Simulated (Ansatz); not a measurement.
# How fast states decay through Na5ClF4, part 2 of 2

Aim: relax a made-up compound, Na5ClF4, and see how good a tunnel barrier it would be. It is built by putting F for Br in the Na5Br4Cl structure of space group I4/mmm, with the volume rescaled by atomic radii. The parent structure comes from the Materials Project.

Ansatz 0.2.0; r2SCAN DFT, plane waves, PAW files (the session's first sound run).

So far. Step 2 (Relaxing the new crystal): The largest force component on a free atom ends at 0.0027 eV/Å. Step 3 (Band edges): The searched edges give 6.06 eV, as on the mesh.

The structure was built from a prototype and need not be the compound's stable phase.

## (4) Decaying states in the gap

This step: r2SCAN DFT, plane waves, PAW files; complex bands by layer matching along the plane's normal (Ansatz 0.2.0).

The same crystal is laid in a cell whose first two vectors span the (001) plane (indices of the standard conventional cell, whose axes can be ordered otherwise than in the bulk input). At fixed energy and wavevector in the plane the solver finds all kz, real and complex. A few wavevectors are listed, (0, 0) and (0.5, 0) in units of the plane's reciprocal vectors; the slowest state needn't be among them.

input.yaml reads:

```yaml
crystal:
  lattice:
    - [3.491444661, 0.0, 0.0]
    - [0.0, 3.491444661, 0.0]
    - [1.745722331, 1.745722331, 11.98257387]
  atoms:
    - { symbol: Na, position: [0.2027280154, 0.2027280154, 0.5945439692] }
    - { symbol: Na, position: [0.7972719846, 0.7972719846, 0.4054560308] }
    - { symbol: Na, position: [0.3887021705, 0.3887021705, 0.222595659] }
    - { symbol: Na, position: [0.0, 0.0, 0.0] }
    - { symbol: Na, position: [0.6112978295, 0.6112978295, 0.777404341] }
    - { symbol: F, position: [0.1082857303, 0.1082857303, 0.7834285394] }
    - { symbol: F, position: [0.7037659491, 0.7037659491, 0.5924681018] }
    - { symbol: F, position: [0.2962340509, 0.2962340509, 0.4075318982] }
    - { symbol: F, position: [0.8917142697, 0.8917142697, 0.2165714606] }
    - { symbol: Cl, position: [0.5, 0.5, 0.0] }
kpoints:
  mp_grid: { grid: [8, 8, 8] }
scf:
  occupations: { method: fixed }
hamiltonian:
  xc: r2scan
output:
  eigenvalues: true
  transmission:
    leads: [[0, 0]]
    kpoints: [[0.0, 0.0], [0.5, 0.0]]
    e_range: [-1.0, 7.06]
    de: 0.2
```

Command:

```
> ansatz run input.yaml --threads 2 --pin off --max-ram 4096MiB --backend cpu --events-out ev --progress --plain --runs-dir out
```

Numbers of over 12 decimals in the logs are rounded to 6 here.

The program printed:

```text
[...]
Crystal: 10 atoms, lattice volume = 146.070 Å³
Basis set: ecut = 500 eV, 3711 PW (Γ), exchange–correlation on 108×108×360 points (64 copies of the dense FFT grid, shifted against one another)
Bands: 50, of which v1, the nominal top of the filled ones, is band 40 counted from 1 (39 counted from 0)
Symmetry: 16 space group operations
[...]
k-points: 59 of 512
[...]
SCF iter   1: F=—  HF=-11780.711394 eV  |F-HF|=—  |Δ(HF+E_count)|=         —  Δρ=9.30e-3  dr2=8.16e-2  dr2_τ=1.05e-1  ethr=1.77e-3  ⟨swp⟩=4.8  Hψ=8803  notcnv=0  defer=438
[...]
SCF iter   7: F=-11780.850609 eV  HF=-11780.850609 eV  |F-HF|=3.47e-8  |Δ(HF+E_count)|=   1.74e-7  Δρ=9.68e-6  dr2=7.54e-8  dr2_τ=1.10e-8  ethr=1.25e-10  ⟨swp⟩=11.8  Hψ=12109  notcnv=0
SCF 1 converged in 7 iterations: F = -11780.850609 eV  dr2 = 7.54e-8
[...]
transmission: 17 of 34 steps passed
transmission: 34 of 34 steps passed
SCF converged after 7 iterations
Free energy (F): -11780.850609 eV
[...]
Internal energy: -11780.850609 eV  (E = F + TS)
E sigma→0 (E₀):  -11780.850609 eV
Fermi energy:    0.868437 eV
[...]
--- Band table (eV; the first three rows and the last of 59) ---
  k-point 0: bands = [... 36 lower, 0.1832, 0.3963, 0.8684, 0.8684, 6.9278, 8.5108, 8.9143, 10.7086, ... 6 higher]
  k-point 1: bands = [... 36 lower, 0.1920, 0.3831, 0.8684, 0.8684, 6.9563, 8.3105, 9.1408, 10.7084, ... 6 higher]
  k-point 2: bands = [... 36 lower, 0.2013, 0.3468, 0.8683, 0.8683, 7.0381, 8.0210, 9.5115, 10.7080, ... 6 higher]
  k-point 58: bands = [... 36 lower, -0.0567, -0.0567, -0.0290, 0.2259, 10.9510, 10.9510, 11.0278, 13.0176, ... 6 higher]
--- Transmission ---
  basis      : 129 plane waves across, 17 finite elements along
  points     : 2, as listed
  energies   : 41 from -1.000000 to 7.000000 eV about the Fermi level, 0.200000 eV apart; the leads are filled to 3.029665 eV, and channels, transmission and decay are at 3.000000 eV
  crystal 0  : Na5Cl1F4, at the sites [0, 0], period 11.9826 Å: whole cells are its period
    offset         : up to 0.0000 Å between an atom of the period and one for which it stands
    channels       : 0.000000e0 a spin
    conductance    : none, the energies end too early or step too widely for 300 K: set another output.transmission.e_range or a lower de, or, where they end at an eighth of basis.ecutwfc, a higher one
    slowest decay  : 0.5128 /Å at (0.0000, 0.0000)
```

It took 16 s on 2 threads of Intel Xeon 6975P-C (Granite Rapids), shared host; peak memory 0.91 GiB; 31 s of CPU time.

This step gave:

* level to which the leads are filled: 3.030 eV from the Fermi level
* decay constant at the filling level, zone centre: 0.5128 Å⁻¹
* decay constant at the filling level, slowest listed point: 0.5128 Å⁻¹

K parallel (0, 0); values up to 1.5 1/Å, a degenerate pair printed once or twice; energies at which all values exceed this have no row. Im kz of the slowest decaying states against energy, zero at the highest filled level on the SCF mesh:

| energy (eV) | decay 1 (Å⁻¹) | decay 2 (Å⁻¹) | decay 3 (Å⁻¹) | decay 4 (Å⁻¹) |
| --- | --- | --- | --- | --- |
| -1.00 | 0.330 | 0.845 | - | - |
| -0.60 | 0.0245 | 0.308 | 0.891 | - |
| -0.40 | 0.147 | 0.518 | 0.909 | - |
| 0.00 | 0.0894 | 0.330 | 0.936 | - |
| 0.20 | 0.376 | 0.706 | 0.947 | - |
| 0.60 | 0.438 | 0.874 | 0.965 | - |
| 1.00 | 0.478 | 0.967 | 0.978 | - |
| 1.20 | 0.491 | 0.984 | 1.00 | - |
| 1.60 | 0.511 | 0.993 | 1.06 | - |
| 1.80 | 0.517 | 0.996 | 1.08 | - |
| 2.20 | 0.522 | 1.00 | 1.11 | - |
| 2.60 | 0.521 | 1.00 | 1.14 | - |
| 2.80 | 0.518 | 1.00 | 1.15 | - |
| 3.20 | 0.506 | 1.01 | 1.17 | 1.49 |
| 3.40 | 0.498 | 1.00 | 1.18 | 1.47 |
| 3.80 | 0.476 | 1.00 | 1.19 | 1.43 |
| 4.20 | 0.447 | 1.000 | 1.20 | 1.39 |
| 4.40 | 0.430 | 0.997 | 1.20 | 1.37 |
| 4.80 | 0.386 | 0.992 | 1.21 | 1.34 |
| 5.00 | 0.360 | 0.989 | 1.21 | 1.32 |
| 5.40 | 0.293 | 0.982 | 1.21 | 1.27 |
| 5.80 | 0.190 | 0.973 | 1.21 | 1.23 |
| 6.00 | 0.0927 | 0.968 | 1.21 | 1.21 |
| 6.40 | 0.0369 | 0.957 | 1.16 | 1.21 |
| 6.60 | 0.0584 | 0.951 | 1.14 | 1.21 |
| 7.00 | 0.939 | 1.09 | 1.21 | 1.48 |

K parallel (0.5, 0); values up to 1.5 1/Å, a degenerate pair printed once or twice; energies at which all values exceed this have no row. Table of Im kz of the slowest decaying states by energy, zero at the highest filled level on the SCF mesh:

| energy (eV) | decay 1 (Å⁻¹) | decay 2 (Å⁻¹) | decay 3 (Å⁻¹) |
| --- | --- | --- | --- |
| -1.00 | 0.106 | 1.11 | - |
| -0.80 | 0.174 | 1.16 | - |
| -0.40 | 0.518 | 1.33 | 1.48 |
| -0.20 | 0.655 | 1.36 | 1.42 |
| 0.00 | 0.773 | 1.36 | 1.37 |
| 0.20 | 0.890 | 1.29 | 1.48 |
| 0.40 | 1.02 | 1.19 | - |
| 0.60 | 1.08 | 1.16 | - |
| 1.00 | 1.04 | 1.23 | - |
| 1.20 | 1.02 | 1.25 | - |
| 1.40 | 1.01 | 1.28 | - |
| 1.80 | 0.990 | 1.31 | - |
| 2.00 | 0.984 | 1.32 | - |
| 2.40 | 0.974 | 1.33 | - |
| 2.60 | 0.970 | 1.33 | - |
| 2.80 | 0.966 | 1.33 | - |
| 3.20 | 0.958 | 1.33 | - |
| 3.40 | 0.954 | 1.33 | - |
| 3.60 | 0.949 | 1.32 | - |
| 4.00 | 0.939 | 1.32 | - |
| 4.20 | 0.933 | 1.31 | - |
| 4.60 | 0.919 | 1.31 | - |
| 4.80 | 0.911 | 1.30 | - |
| 5.00 | 0.903 | 1.30 | - |
| 5.40 | 0.883 | 1.29 | - |
| 5.60 | 0.872 | 1.29 | - |
| 5.80 | 0.860 | 1.29 | - |
| 6.20 | 0.832 | 1.29 | - |
| 6.40 | 0.816 | 1.29 | - |
| 6.80 | 0.779 | 1.30 | - |
| 7.00 | 0.758 | 1.31 | - |

At the listed wavevectors the last open channel is at -1.00 eV and the next at +6.20 eV on the grid, wider than the gap, since narrow bands can fall between grid energies. At +3.00 eV, the grid energy nearest the filling level (the middle of the gap on the SCF mesh), the slowest state at the listed wavevectors decays with κ = 0.513 Å⁻¹, its amplitude falling by e over 2.0 Å. Through 1 nm of this crystal that state's transmission falls by exp(−2 × 0.513 Å⁻¹ × 10 Å) = 3.5e-5.

## (5) Decay over the two-dimensional zone

The listed points could miss the slowest state, so one energy near mid-gap is solved on a mesh of 8×8.

input.yaml, as its differences from that of step 4:

```diff
@@ -24,6 +24,2 @@
   eigenvalues: true
-  transmission:
-    leads: [[0, 0]]
-    kpoints: [[0.0, 0.0], [0.5, 0.0]]
-    e_range: [-1.0, 7.06]
-    de: 0.2
+  transmission: { leads: [[0, 0]], kmesh: [8, 8], e_range: [3.03, 3.04], de: 0.05 }
```

The program printed:

```text
[...]
Crystal: 10 atoms, lattice volume = 146.070 Å³
Basis set: ecut = 500 eV, 3711 PW (Γ), exchange–correlation on 108×108×360 points (64 copies of the dense FFT grid, shifted against one another)
Bands: 50, of which v1, the nominal top of the filled ones, is band 40 counted from 1 (39 counted from 0)
Symmetry: 16 space group operations
[...]
k-points: 59 of 512
[...]
SCF iter   1: F=—  HF=-11780.711394 eV  |F-HF|=—  |Δ(HF+E_count)|=         —  Δρ=9.30e-3  dr2=8.16e-2  dr2_τ=1.05e-1  ethr=1.77e-3  ⟨swp⟩=4.8  Hψ=8803  notcnv=0  defer=438
[...]
SCF iter   7: F=-11780.850609 eV  HF=-11780.850609 eV  |F-HF|=3.47e-8  |Δ(HF+E_count)|=   1.74e-7  Δρ=9.68e-6  dr2=7.54e-8  dr2_τ=1.10e-8  ethr=1.25e-10  ⟨swp⟩=11.8  Hψ=12109  notcnv=0
SCF 1 converged in 7 iterations: F = -11780.850609 eV  dr2 = 7.54e-8
[...]
transmission: 68 of 255 steps passed
transmission: 136 of 255 steps passed
transmission: 204 of 255 steps passed
transmission: 255 of 255 steps passed
SCF converged after 7 iterations
Free energy (F): -11780.850609 eV
[...]
Internal energy: -11780.850609 eV  (E = F + TS)
E sigma→0 (E₀):  -11780.850609 eV
Fermi energy:    0.868437 eV
[...]
--- Band table (eV; the first three rows and the last of 59) ---
  k-point 0: bands = [... 36 lower, 0.1832, 0.3963, 0.8684, 0.8684, 6.9278, 8.5108, 8.9143, 10.7086, ... 6 higher]
  k-point 1: bands = [... 36 lower, 0.1920, 0.3831, 0.8684, 0.8684, 6.9563, 8.3105, 9.1408, 10.7084, ... 6 higher]
  k-point 2: bands = [... 36 lower, 0.2013, 0.3468, 0.8683, 0.8683, 7.0381, 8.0210, 9.5115, 10.7080, ... 6 higher]
  k-point 58: bands = [... 36 lower, -0.0567, -0.0567, -0.0290, 0.2259, 10.9510, 10.9510, 11.0278, 13.0176, ... 6 higher]
--- Transmission ---
  basis      : 129 plane waves across, 17 finite elements along
  points     : 15, standing for a mesh of 8 x 8
  energies   : 1 from 3.030000 to 3.030000 eV about the Fermi level; the leads are filled to 3.029665 eV, and channels, transmission and decay are at 3.030000 eV
  crystal 0  : Na5Cl1F4, at the sites [0, 0], period 11.9826 Å: whole cells are its period
[...]
channels       : 0.000000e0 a spin
    conductance    : none, crystal 0 has no channel at the energies, or these end too early or step too widely for 300 K: set another output.transmission.e_range or a lower de, or, where they end at an eighth of basis.ecutwfc, a higher one
    slowest decay  : 0.5119 /Å at (0.0000, 0.0000)
```

Run time: 17 s. Hardware: 2 threads; peak memory 0.9 GiB.

This step gave:

```
least decay constant on the mesh : 0.5119 Å⁻¹
```

Slowest decay constant (1/Å; 0 where a channel is open) over k1 and k2. At 3.0300 eV from the Fermi level.

Ten even steps from '0' (0.512) to '9' (0.962):
```
87899987
88554558
99521259
99410149
99521259
88554558
87899987
78899988
```
Columns: k1 (b1) from -0.5 to 0.375; rows upwards: k2 (b2) from -0.5 to 0.375.

The least value on the mesh is 0.512 Å⁻¹ at +3.03 eV. At that energy the listed points give about 0.512 Å⁻¹ by interpolation, so the mesh holds no clearly slower state.

## (6) Results

| Property | Result |
| --- | --- |
| band gap | 6.06 eV |
| least decay constant at mid-gap, normal to (001) | 0.513 Å⁻¹ |
| least decay constant on a mesh, normal to (001) | 0.512 Å⁻¹ |

With r2SCAN, the slowest decay at the wavevectors tried is κ = 0.513 Å⁻¹, normal to (001). Through such a film the transmission near mid-gap falls as exp(−2κd), a factor of ten every 2.2 Å. A free electron under a barrier of half the gap would need a mass of 0.33 mₑ to decay at this rate. The compound is made up by substitution; its stability against other phases and against distortions of the cell's symmetry was not tested. r2SCAN still narrows gaps, if less than LDA and GGA do, so real decay constants are likely larger.

[Logs are printed without paths, hosts, clocks, repeated set-up lines and the standing remarks that a program may print on its own settings, such as how far it seeks lower states.]

[Hosts, paths, dates, database ids (printed as entryN), source tags and the programs' standing remarks are cut or masked in the printed files.]
